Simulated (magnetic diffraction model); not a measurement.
# Mn4Zn: what an assumed order does to the neutron pattern

Space group R-3m (no. 166), a = 2.5070 Å, c = 31.4310 Å.

| site | atom | x | y | z |
| --- | --- | --- | --- | --- |
| 3a | Zn | 0 | 0 | 0 |
| 6c | Mn | 1/3 | 2/3 | 0.0702 |
| 6c | Mn | 2/3 | 1/3 | 0.1341 |

This is a made-up structure (elements placed in a structure type, unrelaxed), so the numbers test the method and describe no known phase.

Only Mn is taken to order (form factors of Mn2+); orders and moment sizes are assumed, and not adapted to the symmetry. Radiation: neutrons of λ = 2.41 Å, 5° to 100°; isotropic B of 0.59 Å² (Zn) and 0.8 Å² (Mn). The intensities are simulated: I ∝ L Σ (|F_N|² + |F_M⊥|²) for unpolarised neutrons, with F_M = 2.695 fm/μB × Σ f(s) S exp(2πi Q·r) exp(−B s²) at Q = H ± k (one set where k and −k are equivalent), only the part normal to Q counting and L = 1/(sin²θ cos θ). For collinear order S is the moment m, which repeats by lattice and centring translations R with the sign exp(−2πi k·R). Form factors are spin-only for 3d ions and dipole or tabulated for f ions, scattering lengths are Sears's of 1992, and absorption is left out. A label names one of the reflections at its angle. The strongest nuclear line in the range is 100, and lines under 0.2 are left out.

Assume the order k = (1/2 1/2 0), collinear moments along [001], 1.05 μB on Mn; signs + at (1/3, 2/3, 0.0702), + at (2/3, 1/3, 0.1341), − at (0, 0, 0.1992), + at (1/3, 2/3, 0.2631).

Q: Where does magnetic intensity appear, and how strong is it?

```csv
2θ (°),index,nuclear,magnetic
13.21,(0 0 3),100.0,0.0
26.60,(0 0 6),24.2,0.0
32.54,(1/2 -1/2 1),0.0,1.1
33.47,(-1/2 1/2 2),0.0,0.7
36.97,(1/2 -1/2 4),0.0,0.5
39.42,(-1/2 1/2 5),0.0,6.8
40.37,(0 0 9),8.8,0.0
48.86,(-1/2 1/2 8),0.0,0.3
54.78,(0 0 12),3.7,0.0
56.49,(1/2 -1/2 10),0.0,1.2
57.46,(1/2 1/2 0),0.0,3.4
59.24,(1/2 1/2 3),0.0,0.5
64.40,(1/2 1/2 6),0.0,0.3
67.61,(1 0 1),13.0,0.0
68.15,(0 1 2),11.7,0.0
70.21,(0 0 15),3.4,0.0
70.31,(1 0 4),11.4,0.0
71.92,(0 1 5),10.8,0.0
76.12,(1 0 7),8.2,0.0
78.71,(0 1 8),13.8,0.0
84.84,(1 0 10),8.4,0.0
87.27,(0 0 18),5.6,0.0
88.38,(0 1 11),10.1,0.0
96.48,(1 0 13),13.1,0.0
97.09,(1/2 1/2 15),0.0,0.5
98.72,(3/2 -1/2 5),0.0,1.1
```

The strongest magnetic line in the range is (-1/2 1/2 5) at 39.42° (6.8). On top of the Lorentz factor, which all lines share, magnetic lines fade with angle because f falls: for Mn2+ it is 0.90, 0.66, 0.41 and 0.12 at sin θ/λ = 0.1, 0.2, 0.3 and 0.5 Å⁻¹, while nuclear lengths stay constant. The order has no net moment.

[Logs are printed without paths, hosts, clocks, repeated set-up lines and the standing remarks that a program may print on its own settings, such as how far it seeks lower states.]
